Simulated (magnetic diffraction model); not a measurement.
## HoTmFe₂Cu₅Ni₃: what an assumed order does to the neutron pattern

Space group Pmm2 (no. 25), a = 4.0370 Å, b = 5.0520 Å, c = 8.8280 Å.

```csv
site,atom,x,y,z
1a,Tm,0,0,0.5031
1b,Ho,0,1/2,0.9978
2h,Cu,1/2,0.7547,0.7499
2h,Cu,1/2,0.2582,0.2477
1b,Cu,0,1/2,0.6602
1c,Ni,1/2,0,0.9925
1d,Ni,1/2,1/2,0.5014
1a,Ni,0,0,0.1735
1a,Fe,0,0,0.8305
1b,Fe,0,1/2,0.3332
```

This is a made-up structure (elements placed in a structure type, unrelaxed), so the numbers test the method and describe no known phase.

Only Tm and Ho are taken to order (form factors of Tm3+ and Ho3+); orders and moment sizes are assumed, and not adapted to the symmetry. Radiation: neutrons of λ = 2.567 Å, 3° to 75°; isotropic B of 0.41 Å² (Tm), 0.41 Å² (Ho), 0.75 Å² (Cu), 0.74 Å² (Ni) and 0.72 Å² (Fe). Simulated constant-wavelength pattern: nuclear and magnetic terms add, the magnetic one as |2.695 fm × Σ f S⊥ exp(2πi Q·r) exp(−B s²)|², summed over all Q at one angle with the factor 1/(sin²θ cos θ). For a modulated order the moment at position r is S exp(−2πi k·r) + c.c., with S = m/2 for a sine wave of amplitude m and S = m(u + iv)/2 for moments turning in a plane, u and v being orthogonal unit vectors in it; the phase factor of the sum at Q = H + k is then exp(2πi H·r). Free-ion form factors, Sears's scattering lengths of 1992, no absorption; a label names one of the reflections at its angle. The strongest nuclear line in the range is 100, and lines under 0.2 are left out.

Assume the order k = (0 0.067 0), a sine wave with moments along [100] (amplitudes given), 4.3 μB on Tm and 9.1 μB on Ho; signs + at (0, 0, 0.5031), + at (0, 1/2, 0.9978).

Q: Where does magnetic intensity appear, and how strong is it?

| 2θ (°) | index | nuclear | magnetic |
| --- | --- | --- | --- |
| 16.72 | (0 0 1) | 0.4 | 0.0 |
| 16.84 | (0 0.067 1) | 0.0 | 5.6 |
| 27.42 | (0 0.933 0) | 0.0 | 1.0 |
| 31.46 | (0 1.067 0) | 0.0 | 0.8 |
| 32.29 | (0 0.933 1) | 0.0 | 11.6 |
| 33.81 | (0 0 2) | 3.6 | 0.0 |
| 33.87 | (0 0.067 2) | 0.0 | 10.5 |
| 34.04 | (0 1 1) | 19.8 | 0.0 |
| 35.83 | (0 1.067 1) | 0.0 | 9.4 |
| 40.93 | (1 0 1) | 0.2 | 0.0 |
| 40.98 | (1 0.067 1) | 0.0 | 0.3 |
| 44.07 | (0 0.933 2) | 0.0 | 0.8 |
| 45.43 | (0 1 2) | 0.3 | 0.0 |
| 46.73 | (1 0.933 0) | 0.0 | 0.2 |
| 46.85 | (0 1.067 2) | 0.0 | 0.7 |
| 49.39 | (1 1.067 0) | 0.0 | 0.2 |
| 49.97 | (1 0.933 1) | 0.0 | 4.1 |
| 51.04 | (1 0 2) | 0.7 | 0.0 |
| 51.09 | (1 0.067 2) | 0.0 | 4.1 |
| 51.21 | (1 1 1) | 10.4 | 0.0 |
| 51.76 | (0 0.067 3) | 0.0 | 0.6 |
| 52.51 | (1 1.067 1) | 0.0 | 4.1 |
| 58.83 | (0 1.933 0) | 0.0 | 1.7 |
| 58.91 | (1 0.933 2) | 0.0 | 0.5 |
| 59.53 | (0 0.933 3) | 0.0 | 3.3 |
| 60.02 | (1 1 2) | 0.7 | 0.0 |
| 60.63 | (0 1 3) | 12.5 | 0.0 |
| 61.08 | (0 2 0) | 11.0 | 0.0 |
| 61.20 | (1 1.067 2) | 0.0 | 0.5 |
| 61.62 | (0 1.933 1) | 0.0 | 0.4 |
| 61.80 | (0 1.067 3) | 0.0 | 3.0 |
| 63.35 | (0 2.067 0) | 0.0 | 1.4 |
| 65.37 | (1 0.067 3) | 0.0 | 0.4 |
| 66.03 | (0 2.067 1) | 0.0 | 0.3 |
| 69.60 | (0 1.933 2) | 0.0 | 2.4 |
| 71.12 | (0 0 4) | 12.0 | 0.0 |
| 71.16 | (0 0.067 4) | 0.0 | 2.3 |
| 71.61 | (1 1.933 0) | 0.0 | 1.6 |
| 71.67 | (0 2 2) | 22.2 | 0.0 |
| 72.24 | (1 0.933 3) | 0.0 | 3.1 |
| 73.25 | (1 1 3) | 100.0 | 0.0 |
| 73.65 | (1 2 0) | 36.7 | 0.0 |
| 73.78 | (0 2.067 2) | 0.0 | 2.1 |
| 74.14 | (1 1.933 1) | 0.0 | 0.4 |
| 74.31 | (1 1.067 3) | 0.0 | 3.0 |

The strongest magnetic line in the range is (0 0.933 1) at 32.29° (11.6). Below the range, at 1.95°, lies the magnetic line (0 0.067 0) with 1649. On top of the Lorentz factor, which all lines share, magnetic lines fade with angle because f falls: for Tm3+ it is 0.97, 0.87, 0.75 and 0.49 at sin θ/λ = 0.1, 0.2, 0.3 and 0.5 Å⁻¹, while nuclear lengths stay constant. The order has no net moment.

[Logs are printed without paths, hosts, clocks, repeated set-up lines and the standing remarks that a program may print on its own settings, such as how far it seeks lower states.]
